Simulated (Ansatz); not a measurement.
# Localised basis functions on Σ7 (111) twist boundary in Si (84 atoms), part 2 of 3

Wanted: errors and times of a linear-scaling basis for Σ7 (111) twist boundary in Si (84 atoms). A setting counts as converged where the r.m.s. difference of forces stays under 1 % of the r.m.s. force.

Ansatz 0.2.0; Kohn-Sham DFT, PBE, PAW (set soft_2), plane waves.

The cell: 84 Si. The host structure and its lattice constant were typed by rule, without a check against the phase diagram.

So far. Step 3 (Plane waves at 750 eV (750 eV)): Forces differ from the reference by 0.057 meV/Å r.m.s., 0.033 % of their size, well within a tolerance of 1 %; the energy by -0.26 meV/atom. Step 4 (Support functions medium): Forces differ from the reference by 0.49 meV/Å r.m.s., 0.28 % of their size, well within a tolerance of 1 %. It took 1.7 times the reference's time (shared host, so rough). The two runs also began from different starting densities, which bears on cycles and time.

### Step 5. Support functions low

The level low is asked for. Here it resolves to the same grid and radius as in the run with support functions medium, so the basis is not new. Besides, the program derives a nominal cutoff of 420 eV for this run, against the reference's 750.

This step: Kohn-Sham DFT, PBE, PAW (set soft_2), localised support functions (low) (Ansatz 0.2.0).

Contents of input.yaml:

```yaml
crystal:
  lattice:
    - [10.16047, 0.0, 0.0]
    - [-5.08024, 8.79923, 0.0]
    - [0.0, 0.0, 18.60372]
  atoms:
    [... the 84 atom lines of step 2 ...]
kpoints:
  mp_grid: { grid: [2, 2, 1] }
hamiltonian:
  xc: pbe
scf:
  occupations: { method: fermi_dirac, width: 0.05 }
  eigensolver: { kind: { support_functions: { accuracy: low } } }
  mixing: { beta: 0.4 }
  max_iter: 150
output:
  forces: true
  eigenvalues: true
```

Started as:

```bash
$ ansatz run input.yaml --threads 4 --pin off --max-ram 8192MiB --backend cpu --events-out ev --progress --plain --runs-dir out
```

Output:

```text
[...]
Crystal: 84 atoms, lattice volume = 1663.253 Å³
Basis set: ecut = 420 eV, 32523 PW (Γ), exchange–correlation on 144×144×250 points (8 copies of the dense FFT grid, shifted against one another)
Bands: 202, of which v1, the nominal top of the filled ones, is band 168 counted from 1 (167 counted from 0)
Symmetry: 1 space group operations
k-points: 4
[...]
Eigensolver: Support functions (low, 48×48×90 points, laid for a spacing of at most 0.257060 Å, radius 4.045798 Å, 0 species' potentials softened for the grid, 1 wholly corrected for its errors in the mean over positions, 1 with the egg-box correction, energy correction by stochastic trace)
[...]
SCF iter   1: F=—  HF=-53382.764491 eV  |F-HF|=—  |Δ(HF+E_count)|=         —  Δρ=3.79e-2  dr2=2.20e1  ethr=1.00e-1
[...]
SCF iter  10: F=—  HF=-53397.292482 eV  |F-HF|=—  |Δ(HF+E_count)|=   2.77e-3  Δρ=2.55e-5  dr2=3.78e-5  ethr=4.62e-8  κ⁻¹=7.4e-8(r=7)
SCF iter  11: F=-53397.294764 eV  HF=-53397.294768 eV  |F-HF|=3.88e-6  |Δ(HF+E_count)|=   2.29e-3  Δρ=1.64e-5  dr2=9.21e-6  ethr=1.12e-8
SCF 1 converged in 11 iterations: F = -53397.333449 eV  dr2 = 9.21e-6
[...]
SCF converged after 11 iterations
[...]
Free energy (F): -53397.333449 eV
[...]
Internal energy: -53397.213311 eV  (E = F + TS)
E sigma→0 (E₀):  -53397.273380 eV
Entropy (-TS):   -0.120138 eV (-1.430 meV/atom)
Fermi energy:    6.413244 eV
[...]
Σ components = -53397.333449   (vs F -53397.333449, Δ=0.00e0)
--- Forces (eV/Å), atoms counted from 1 ---
  atom   1  Si    -0.01301796     0.06974472    -0.03067707
  atom   2  Si     0.14258099     0.12162950     0.03485828
  atom   3  Si    -0.00061619     0.00045151     0.03377821
  atom   4  Si    -0.00134031     0.00029862     0.04175700
[...]
atom  84  Si     0.27585108    -0.34072133    -0.00730604
  max |Σ_I F_I| component: 2.18e-3 eV/Å
--- Band table (eV) ---
[...]
```

Elapsed: 96 s, on 4 threads of Arm Neoverse V2, shared host; peak memory 2.9 GiB.

Keys that differ from the reference: basis.ecutwfc removed, support_functions.accuracy = "low", scf.max_iter = 150 and scf.mixing.beta = 0.4.

Forces differ from the reference by 0.51 meV/Å r.m.s., 0.29 % of their size, well within a tolerance of 1 %. It took 1.5 times the reference's time (shared host, so rough). The two runs also began from different starting densities, which bears on cycles and time.

### Step 6. Support functions high

The cell is solved in localised support functions. The level high gives here a grid of 48×48×90 points and a radius of 4.84 Å. Besides, the program derives a nominal cutoff of 420 eV for this run, against the reference's 750.

This step: Kohn-Sham DFT, PBE, PAW (set soft_2), localised support functions (high) (Ansatz 0.2.0).

input.yaml, the sections that differ from step 5:

```yaml
scf:
  occupations: { method: fermi_dirac, width: 0.05 }
  eigensolver: { kind: { support_functions: { accuracy: high } } }
  mixing: { beta: 0.4 }
  max_iter: 150
# crystal, kpoints, hamiltonian, output: as in step 5
```

Output:

```text
[...]
Crystal: 84 atoms, lattice volume = 1663.253 Å³
Basis set: ecut = 420 eV, 32523 PW (Γ), exchange–correlation on 144×144×250 points (8 copies of the dense FFT grid, shifted against one another)
Bands: 202, of which v1, the nominal top of the filled ones, is band 168 counted from 1 (167 counted from 0)
Symmetry: 1 space group operations
k-points: 4
[...]
Eigensolver: Support functions (high, 48×48×90 points, laid for a spacing of at most 0.220337 Å, radius 4.842079 Å, 1 species' potentials softened for the grid, 1 wholly corrected for its errors in the mean over positions, 1 with the egg-box correction, energy correction by stochastic trace)
[...]
SCF iter   1: F=—  HF=-53384.450337 eV  |F-HF|=—  |Δ(HF+E_count)|=         —  Δρ=3.77e-2  dr2=2.25e1  ethr=1.00e-1
[...]
SCF iter  15: F=—  HF=-53397.330291 eV  |F-HF|=—  |Δ(HF+E_count)|=   1.69e-4  Δρ=9.94e-7  dr2=2.89e-8  ethr=1.72e-11  κ⁻¹=8.0e-6(r=7)
SCF iter  16: F=-53397.330440 eV  HF=-53397.330440 eV  |F-HF|=2.04e-9  |Δ(HF+E_count)|=   1.49e-4  Δρ=3.69e-7  dr2=3.57e-9  ethr=8.61e-12
SCF 1 converged in 16 iterations: F = -53397.333866 eV  dr2 = 3.57e-9
[...]
SCF converged after 16 iterations
[...]
Free energy (F): -53397.333866 eV
[...]
Internal energy: -53397.213263 eV  (E = F + TS)
E sigma→0 (E₀):  -53397.273565 eV
Entropy (-TS):   -0.120603 eV (-1.436 meV/atom)
Fermi energy:    6.412697 eV
[...]
Σ components = -53397.333866   (vs F -53397.333866, Δ=0.00e0)
--- Forces (eV/Å), atoms counted from 1 ---
  atom   1  Si    -0.01301779     0.06957467    -0.03072454
  atom   2  Si     0.14291839     0.12200261     0.03451655
  atom   3  Si    -0.00063457     0.00031695     0.03383569
  atom   4  Si    -0.00056543     0.00033271     0.04180192
[...]
atom  84  Si     0.27569296    -0.34104090    -0.00733784
  max |Σ_I F_I| component: 1.92e-4 eV/Å
--- Band table (eV) ---
[...]
```

The job ended after 4 min (4 threads; peak memory 4.3 GiB; 15 min of CPU time).

Keys that differ from the reference: basis.ecutwfc removed, support_functions.accuracy = "high", scf.max_iter = 150 and scf.mixing.beta = 0.4.

Forces differ from the reference by 0.44 meV/Å r.m.s., 0.25 % of their size, well within a tolerance of 1 %. It took 3.7 times the reference's time (shared host, so rough). The two runs also began from different starting densities, which bears on cycles and time.

### Step 7. Support functions medium, radius 3.92 Å

The radius confines each support function; a larger one gives more freedom and more work per atom. Besides, the program derives a nominal cutoff of 420 eV for this run, against the reference's 750.

This step: Kohn-Sham DFT, PBE, PAW (set soft_2), localised support functions (medium) (Ansatz 0.2.0).

input.yaml, the sections that differ from step 6:

```yaml
scf:
  occupations: { method: fermi_dirac, width: 0.05 }
  eigensolver: { kind: { support_functions: { accuracy: medium, radius: 3.92 } } }
  mixing: { beta: 0.4 }
  max_iter: 150
# crystal, kpoints, hamiltonian, output: as in step 6
```

Output:

```text
[...]
Crystal: 84 atoms, lattice volume = 1663.253 Å³
Basis set: ecut = 420 eV, 32523 PW (Γ), exchange–correlation on 144×144×250 points (8 copies of the dense FFT grid, shifted against one another)
Bands: 202, of which v1, the nominal top of the filled ones, is band 168 counted from 1 (167 counted from 0)
Symmetry: 1 space group operations
k-points: 4
[...]
SCF iter   1: F=—  HF=-53380.778449 eV  |F-HF|=—  |Δ(HF+E_count)|=         —  Δρ=3.77e-2  dr2=2.19e1  ethr=1.00e-1
[...]
SCF iter  11: F=—  HF=-53397.275813 eV  |F-HF|=—  |Δ(HF+E_count)|=   3.25e-3  Δρ=1.53e-5  dr2=8.21e-6  ethr=9.05e-9  κ⁻¹=6.9e-7(r=7)
SCF iter  12: F=-53397.278515 eV  HF=-53397.278516 eV  |F-HF|=5.60e-7  |Δ(HF+E_count)|=   2.70e-3  Δρ=5.05e-6  dr2=1.13e-6  ethr=2.44e-9
SCF 1 converged in 12 iterations: F = -53397.333025 eV  dr2 = 1.13e-6
[...]
SCF converged after 12 iterations
[...]
Free energy (F): -53397.333025 eV
[...]
Internal energy: -53397.213040 eV  (E = F + TS)
E sigma→0 (E₀):  -53397.273032 eV
Entropy (-TS):   -0.119985 eV (-1.428 meV/atom)
Fermi energy:    6.413619 eV
[...]
Σ components = -53397.333025   (vs F -53397.333025, Δ=0.00e0)
--- Forces (eV/Å), atoms counted from 1 ---
  atom   1  Si    -0.01303254     0.06951816    -0.03085358
  atom   2  Si     0.14288215     0.12187228     0.03518132
  atom   3  Si    -0.00070086     0.00038341     0.03413995
  atom   4  Si    -0.00101132     0.00002361     0.04151863
[...]
atom  84  Si     0.27589691    -0.34086660    -0.00730396
  max |Σ_I F_I| component: 6.59e-4 eV/Å
--- Band table (eV) ---
[...]
```

It took 1.7 min on 4 threads; peak memory 2.8 GiB.

Keys that differ from the reference: basis.ecutwfc removed, support_functions.accuracy = "medium", support_functions.radius = 3.92, scf.max_iter = 150 and scf.mixing.beta = 0.4.

Forces differ from the reference by 0.52 meV/Å r.m.s., 0.30 % of their size, well within a tolerance of 1 %. It took 1.6 times the reference's time (shared host, so rough). The two runs also began from different starting densities, which bears on cycles and time.

### Step 8. Support functions medium, radius 4.25 Å

The radius confines each support function; a larger one gives more freedom and more work per atom. Besides, the program derives a nominal cutoff of 420 eV for this run, against the reference's 750.

input.yaml, the sections that differ from step 7:

```yaml
scf:
  occupations: { method: fermi_dirac, width: 0.05 }
  eigensolver: { kind: { support_functions: { accuracy: medium, radius: 4.25 } } }
  mixing: { beta: 0.4 }
  max_iter: 150
# crystal, kpoints, hamiltonian, output: as in step 7
```

Output:

```text
[...]
Crystal: 84 atoms, lattice volume = 1663.253 Å³
Basis set: ecut = 420 eV, 32523 PW (Γ), exchange–correlation on 144×144×250 points (8 copies of the dense FFT grid, shifted against one another)
Bands: 202, of which v1, the nominal top of the filled ones, is band 168 counted from 1 (167 counted from 0)
Symmetry: 1 space group operations
k-points: 4
[...]
SCF iter   1: F=—  HF=-53384.334588 eV  |F-HF|=—  |Δ(HF+E_count)|=         —  Δρ=3.79e-2  dr2=2.22e1  ethr=1.00e-1
[...]
SCF iter  11: F=—  HF=-53397.312275 eV  |F-HF|=—  |Δ(HF+E_count)|=   1.23e-3  Δρ=1.70e-5  dr2=9.73e-6  ethr=1.20e-8  κ⁻¹=5.5e-7(r=7)
SCF iter  12: F=-53397.313316 eV  HF=-53397.313316 eV  |F-HF|=4.20e-7  |Δ(HF+E_count)|=   1.04e-3  Δρ=5.08e-6  dr2=1.04e-6  ethr=2.90e-9
SCF 1 converged in 12 iterations: F = -53397.333551 eV  dr2 = 1.04e-6
[...]
SCF converged after 12 iterations
[...]
Free energy (F): -53397.333551 eV
[...]
Internal energy: -53397.213175 eV  (E = F + TS)
E sigma→0 (E₀):  -53397.273363 eV
Entropy (-TS):   -0.120376 eV (-1.433 meV/atom)
Fermi energy:    6.412954 eV
[...]
Σ components = -53397.333551   (vs F -53397.333551, Δ=0.00e0)
--- Forces (eV/Å), atoms counted from 1 ---
  atom   1  Si    -0.01320060     0.06968216    -0.03076751
  atom   2  Si     0.14276944     0.12192231     0.03428891
  atom   3  Si    -0.00068863     0.00024545     0.03402883
  atom   4  Si    -0.00069931     0.00021409     0.04163854
[...]
atom  84  Si     0.27581570    -0.34096286    -0.00740927
  max |Σ_I F_I| component: 1.43e-3 eV/Å
--- Band table (eV) ---
[...]
```

The job ended after 2 min (4 threads; peak memory 3.2 GiB; 7.5 min of CPU time).

Keys that differ from the reference: basis.ecutwfc removed, support_functions.accuracy = "medium", support_functions.radius = 4.25, scf.max_iter = 150 and scf.mixing.beta = 0.4.

Forces differ from the reference by 0.45 meV/Å r.m.s., 0.26 % of their size, well within a tolerance of 1 %. It took 1.8 times the reference's time (shared host, so rough). The two runs also began from different starting densities, which bears on cycles and time.

### Step 9. Support functions medium, radius 4.53 Å

The radius confines each support function; a larger one gives more freedom and more work per atom. Besides, the program derives a nominal cutoff of 420 eV for this run, against the reference's 750.

input.yaml, the sections that differ from step 8:

```yaml
scf:
  occupations: { method: fermi_dirac, width: 0.05 }
  eigensolver: { kind: { support_functions: { accuracy: medium, radius: 4.53 } } }
  mixing: { beta: 0.4 }
  max_iter: 150
# crystal, kpoints, hamiltonian, output: as in step 8
```

Output:

```text
[...]
Crystal: 84 atoms, lattice volume = 1663.253 Å³
Basis set: ecut = 420 eV, 32523 PW (Γ), exchange–correlation on 144×144×250 points (8 copies of the dense FFT grid, shifted against one another)
Bands: 202, of which v1, the nominal top of the filled ones, is band 168 counted from 1 (167 counted from 0)
Symmetry: 1 space group operations
k-points: 4
[...]
SCF iter   1: F=—  HF=-53384.695663 eV  |F-HF|=—  |Δ(HF+E_count)|=         —  Δρ=3.78e-2  dr2=2.23e1  ethr=1.00e-1
[...]
SCF iter  11: F=—  HF=-53397.324137 eV  |F-HF|=—  |Δ(HF+E_count)|=   6.70e-4  Δρ=1.73e-5  dr2=1.02e-5  ethr=1.25e-8  κ⁻¹=4.5e-7(r=7)
SCF iter  12: F=-53397.324681 eV  HF=-53397.324681 eV  |F-HF|=4.25e-7  |Δ(HF+E_count)|=   5.44e-4  Δρ=4.98e-6  dr2=1.04e-6  ethr=3.04e-9
SCF 1 converged in 12 iterations: F = -53397.333473 eV  dr2 = 1.04e-6
[...]
SCF converged after 12 iterations
[...]
Free energy (F): -53397.333473 eV
[...]
Internal energy: -53397.212954 eV  (E = F + TS)
E sigma→0 (E₀):  -53397.273213 eV
Entropy (-TS):   -0.120519 eV (-1.435 meV/atom)
Fermi energy:    6.412747 eV
[...]
Σ components = -53397.333473   (vs F -53397.333473, Δ=0.00e0)
--- Forces (eV/Å), atoms counted from 1 ---
  atom   1  Si    -0.01303396     0.06963435    -0.03075469
  atom   2  Si     0.14288914     0.12186715     0.03444232
  atom   3  Si    -0.00063522     0.00028705     0.03394046
  atom   4  Si    -0.00067099     0.00032040     0.04163178
[...]
atom  84  Si     0.27571353    -0.34103772    -0.00734110
  max |Σ_I F_I| component: 6.53e-4 eV/Å
--- Band table (eV) ---
[...]
```

It took 2.3 min on 4 threads; peak memory 3.5 GiB; 9 min of CPU time.

Keys that differ from the reference: basis.ecutwfc removed, support_functions.accuracy = "medium", support_functions.radius = 4.53, scf.max_iter = 150 and scf.mixing.beta = 0.4.

Forces differ from the reference by 0.44 meV/Å r.m.s., 0.25 % of their size, well within a tolerance of 1 %. It took 2.2 times the reference's time (shared host, so rough). The two runs also began from different starting densities, which bears on cycles and time.

### Step 10. Support functions medium, radius 4.85 Å

The radius confines each support function; a larger one gives more freedom and more work per atom. Besides, the program derives a nominal cutoff of 420 eV for this run, against the reference's 750.

input.yaml, the sections that differ from step 9:

```yaml
scf:
  occupations: { method: fermi_dirac, width: 0.05 }
  eigensolver: { kind: { support_functions: { accuracy: medium, radius: 4.85 } } }
  mixing: { beta: 0.4 }
  max_iter: 150
# crystal, kpoints, hamiltonian, output: as in step 9
```

Output:

```text
[...]
Crystal: 84 atoms, lattice volume = 1663.253 Å³
Basis set: ecut = 420 eV, 32523 PW (Γ), exchange–correlation on 144×144×250 points (8 copies of the dense FFT grid, shifted against one another)
Bands: 202, of which v1, the nominal top of the filled ones, is band 168 counted from 1 (167 counted from 0)
Symmetry: 1 space group operations
k-points: 4
[...]
SCF iter   1: F=—  HF=-53384.445539 eV  |F-HF|=—  |Δ(HF+E_count)|=         —  Δρ=3.77e-2  dr2=2.25e1  ethr=1.00e-1
[...]
SCF iter  11: F=—  HF=-53397.329095 eV  |F-HF|=—  |Δ(HF+E_count)|=   3.26e-4  Δρ=1.78e-5  dr2=1.08e-5  ethr=1.10e-8  κ⁻¹=5.2e-7(r=7)
SCF iter  12: F=-53397.329358 eV  HF=-53397.329359 eV  |F-HF|=4.99e-7  |Δ(HF+E_count)|=   2.64e-4  Δρ=4.66e-6  dr2=9.68e-7  ethr=3.21e-9
SCF 1 converged in 12 iterations: F = -53397.333446 eV  dr2 = 9.68e-7
[...]
SCF converged after 12 iterations
[...]
Free energy (F): -53397.333446 eV
[...]
Internal energy: -53397.212867 eV  (E = F + TS)
E sigma→0 (E₀):  -53397.273157 eV
Entropy (-TS):   -0.120578 eV (-1.435 meV/atom)
Fermi energy:    6.412685 eV
[...]
Σ components = -53397.333446   (vs F -53397.333446, Δ=0.00e0)
--- Forces (eV/Å), atoms counted from 1 ---
  atom   1  Si    -0.01303174     0.06956522    -0.03071482
  atom   2  Si     0.14291538     0.12194447     0.03449540
  atom   3  Si    -0.00061907     0.00032976     0.03385830
  atom   4  Si    -0.00059167     0.00031507     0.04172576
[...]
atom  84  Si     0.27571964    -0.34102478    -0.00739576
  max |Σ_I F_I| component: 1.03e-4 eV/Å
--- Band table (eV) ---
[...]
```

Run time: 2.9 min. Hardware: 4 threads; peak memory 4 GiB; 11 min of CPU time.

Keys that differ from the reference: basis.ecutwfc removed, support_functions.accuracy = "medium", support_functions.radius = 4.85, scf.max_iter = 150 and scf.mixing.beta = 0.4.

Forces differ from the reference by 0.44 meV/Å r.m.s., 0.25 % of their size, well within a tolerance of 1 %. It took 2.7 times the reference's time (shared host, so rough). The two runs also began from different starting densities, which bears on cycles and time.

### Step 11. Support functions medium, radius 5.46 Å

The radius confines each support function; a larger one gives more freedom and more work per atom. Besides, the program derives a nominal cutoff of 420 eV for this run, against the reference's 750.

input.yaml, the sections that differ from step 10:

```yaml
scf:
  occupations: { method: fermi_dirac, width: 0.05 }
  eigensolver: { kind: { support_functions: { accuracy: medium, radius: 5.46 } } }
  mixing: { beta: 0.4 }
  max_iter: 150
# crystal, kpoints, hamiltonian, output: as in step 10
```

Output:

```text
[...]
Crystal: 84 atoms, lattice volume = 1663.253 Å³
Basis set: ecut = 420 eV, 32523 PW (Γ), exchange–correlation on 144×144×250 points (8 copies of the dense FFT grid, shifted against one another)
Bands: 202, of which v1, the nominal top of the filled ones, is band 168 counted from 1 (167 counted from 0)
Symmetry: 1 space group operations
k-points: 4
[...]
SCF iter   1: F=—  HF=-53384.250195 eV  |F-HF|=—  |Δ(HF+E_count)|=         —  Δρ=3.79e-2  dr2=2.30e1  ethr=1.00e-1
[...]
SCF iter  11: F=—  HF=-53397.332390 eV  |F-HF|=—  |Δ(HF+E_count)|=   8.69e-5  Δρ=1.85e-5  dr2=1.17e-5  ethr=8.04e-9  κ⁻¹=7.7e-7(r=7)
SCF iter  12: F=-53397.332456 eV  HF=-53397.332456 eV  |F-HF|=5.91e-7  |Δ(HF+E_count)|=   6.61e-5  Δρ=4.58e-6  dr2=9.40e-7  ethr=3.49e-9
SCF 1 converged in 12 iterations: F = -53397.333445 eV  dr2 = 9.40e-7
[...]
SCF converged after 12 iterations
[...]
Free energy (F): -53397.333445 eV
[...]
Internal energy: -53397.212821 eV  (E = F + TS)
E sigma→0 (E₀):  -53397.273133 eV
Entropy (-TS):   -0.120624 eV (-1.436 meV/atom)
Fermi energy:    6.412633 eV
[...]
Σ components = -53397.333445   (vs F -53397.333445, Δ=0.00e0)
--- Forces (eV/Å), atoms counted from 1 ---
  atom   1  Si    -0.01300407     0.06955139    -0.03073788
  atom   2  Si     0.14294240     0.12196638     0.03447903
  atom   3  Si    -0.00063022     0.00032833     0.03388203
  atom   4  Si    -0.00059203     0.00032957     0.04178193
[...]
atom  84  Si     0.27576984    -0.34099273    -0.00732198
  max |Σ_I F_I| component: 8.35e-5 eV/Å
--- Band table (eV) ---
[...]
```

Run time: 4.6 min. Hardware: 4 threads; peak memory 4.9 GiB.

Keys that differ from the reference: basis.ecutwfc removed, support_functions.accuracy = "medium", support_functions.radius = 5.46, scf.max_iter = 150 and scf.mixing.beta = 0.4.

Forces differ from the reference by 0.43 meV/Å r.m.s., 0.25 % of their size, well within a tolerance of 1 %. It took 4.3 times the reference's time (shared host, so rough). The two runs also began from different starting densities, which bears on cycles and time.

[end of part 2 of 3]

[Logs are printed without paths, hosts, clocks, repeated set-up lines and the standing remarks that a program may print on its own settings, such as how far it seeks lower states.]

[Hosts, paths, dates, database ids (printed as entryN), source tags and the programs' standing remarks are cut or masked in the printed files.]
